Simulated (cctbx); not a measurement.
**What is wrong with this refinement?**

Cell a = 8.2810 Å, b = 8.2810 Å, c = 8.2810 Å, α = 90.00°, β = 90.00°, γ = 90.00°; space group Fd-3m (no. 227, origin choice 1).

The data are simulated with cctbx, not measured: Mo Kα, λ = 0.71073 Å, to d = 0.6 Å, 50 % of the full sphere, strongest reflection 40000 counts, noise from counting, a 4 % proportional error and a noise floor of 8 counts (s.d.); no absorption, and some extinction, which the refinements don't model.

An isotropic refinement with weights 1/σ² prints:

```text
Rint 0.031, 87 unique reflections to 0.61 A
cycle     R1     wR2    GooF  max shift (A)
   1  0.2446  0.5972  46.896   0.24047
   4  0.0085  0.0158   1.241   0.00000
final R1 0.0085 wR2 0.0158 GooF 1.241  parameters 4  data/parameter 21.8
atom        x        y        z      Ueq    occ   su(xyz)  su(Uiso or U11)
Ir1    0.00000  0.00000  0.50000   0.0031  1.000  0.00000  0.0001
O1     0.37189  0.37189  0.37189   0.0064  1.000  0.00013  0.0002
Be1    0.12500  0.12500  0.12500   0.0077  1.000  0.00000  0.0006
difference map: max 0.46 min -3.42 rms 0.21
Q1    0.0733  0.0733  0.5733   32    0.48  1.05 A from Ir1
Q2    0.0364  0.0364  0.1721   96    0.48  1.11 A from Be1
Q3    0.0628  0.0628  0.0628   32    0.44  0.89 A from Be1
Q4    0.0514  0.1250  0.1986   96    0.31  0.86 A from Be1
Q5    0.0198  0.1756  0.3244   96    0.29  1.06 A from O1
Q6    0.0375  0.1848  0.8152   96    0.27  1.02 A from O1
```

Q: Accept it or mend it, and why?

It can stand. The set-up had a fault (start far from the minimum), but the refinement still reached the right minimum: R1 = 0.0085, wR2 = 0.0158, GooF = 1.24 against R1 = 0.0085, wR2 = 0.0158, GooF = 1.24 for the right model.

The compound is Be2IrO4. The right model at the same level gives:

```text
Rint 0.031, 87 unique reflections to 0.61 A
cycle     R1     wR2    GooF  max shift (A)
   1  0.2196  0.4640  36.439   0.00017
   2  0.0085  0.0158   1.241   0.00000
final R1 0.0085 wR2 0.0158 GooF 1.241  parameters 4  data/parameter 21.8
atom        x        y        z      Ueq    occ   su(xyz)  su(Uiso or U11)
Ir1    0.00000  0.00000  0.50000   0.0031  1.000  0.00000  0.0001
O1     0.37189  0.37189  0.37189   0.0064  1.000  0.00013  0.0002
Be1    0.12500  0.12500  0.12500   0.0077  1.000  0.00000  0.0006
difference map: max 0.46 min -3.42 rms 0.21
Q1    0.0733  0.0733  0.5733   32    0.48  1.05 A from Ir1
Q2    0.0364  0.0364  0.1721   96    0.48  1.11 A from Be1
Q3    0.0628  0.0628  0.0628   32    0.44  0.89 A from Be1
Q4    0.0514  0.1250  0.1986   96    0.31  0.86 A from Be1
Q5    0.0198  0.1756  0.3244   96    0.29  1.06 A from O1
Q6    0.0375  0.1848  0.8152   96    0.27  1.02 A from O1
```

The model was made for the exercise: a known structure type with other elements put in, its volume estimated, not relaxed; displacement parameters are assumed.

[Middle refinement cycles are left out of these outputs.]

[Logs are printed without paths, hosts, clocks, repeated set-up lines and the standing remarks that a program may print on its own settings, such as how far it seeks lower states.]
